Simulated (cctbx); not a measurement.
# LuMg14Be: as given, inverted or twinned?

Space group Amm2 (no. 38), a = 10.1970 Å, b = 6.2040 Å, c = 11.6150 Å, α = 90.00°, β = 90.00°, γ = 90.00°.

| atom | mult. | x | y | z | Ueq (Å²) |
| --- | --- | --- | --- | --- | --- |
| Lu1 | 2 | 1/2 | 1/2 | 0.1897 | 0.0053 |
| Mg1 | 4 | 0.7697 | 1/2 | 0.3409 | 0.0096 |
| Mg2 | 4 | 0.7230 | 0 | 0.3155 | 0.0097 |
| Mg3 | 8 | 0.7537 | 0.7552 | 0.0768 | 0.0070 |
| Mg4 | 4 | 0 | 0.2410 | 0.4130 | 0.0091 |
| Mg5 | 4 | 1/2 | 0.2587 | 0.4387 | 0.0099 |
| Mg6 | 2 | 0 | 1/2 | 0.1660 | 0.0089 |
| Mg7 | 2 | 0 | 0 | 0.1692 | 0.0082 |
| Be1 | 2 | 1/2 | 0 | 0.1415 | 0.0111 |

The model is made up (kin elements in a known structure type, no relaxation), so it says nothing on whether the phase exists.

Data sets are simulated with cctbx and refined with Bijvoet mates kept apart; Flack x is then fitted as the share of an inverted twin with the atoms fixed, Hooft y from the Bijvoet differences. The group is acentric but holds improper operations, so there is an absolute structure (orientation) and no hand.

Untwinned crystal. What Flack and Hooft values should come out?

| λ (Å) | extinction (unmodelled) | d min (Å) | top counts | error (%) | model | R1 | Flack x | s.u. | Hooft y | s.u. | pairs |
| --- | --- | --- | --- | --- | --- | --- | --- | --- | --- | --- | --- |
| 0.71073 | 0 | 0.77 | 70000 | 2 | as given | 0.0060 | 0.003 | 0.004 | 0.000 | 0.005 | 461 |
| 0.71073 | 0 | 0.77 | 70000 | 2 | inverted | 0.0454 | 0.985 | 0.009 | 1.013 | 0.005 | 461 |
| 1.54184 | 0 | 0.83 | 20000 | 6 | as given | 0.0165 | 0.019 | 0.013 | 0.023 | 0.015 | 367 |

With Mo Kα, x is within 3 s.u. of 0, so the absolute structure is right. With Cu Kα, x is within 3 s.u. of 0, so the absolute structure is right. Inverting the model turns x into about 1 − x.

A further crystal gives:

```csv
λ (Å),extinction (unmodelled),d min (Å),top counts,error (%),model,R1,Flack x,s.u.,Hooft y,s.u.,pairs
0.71073,0.1,0.8,5000,3,as given,0.0410,0.778,0.019,0.812,0.018,412
```

**Question.** What is it?

It was simulated as an inversion twin with a fraction 0.8 of the inverted domain. Flack x is over 3 s.u. from both 0 and 1 and reads that fraction.

[Logs are printed without paths, hosts, clocks, repeated set-up lines and the standing remarks that a program may print on its own settings, such as how far it seeks lower states.]
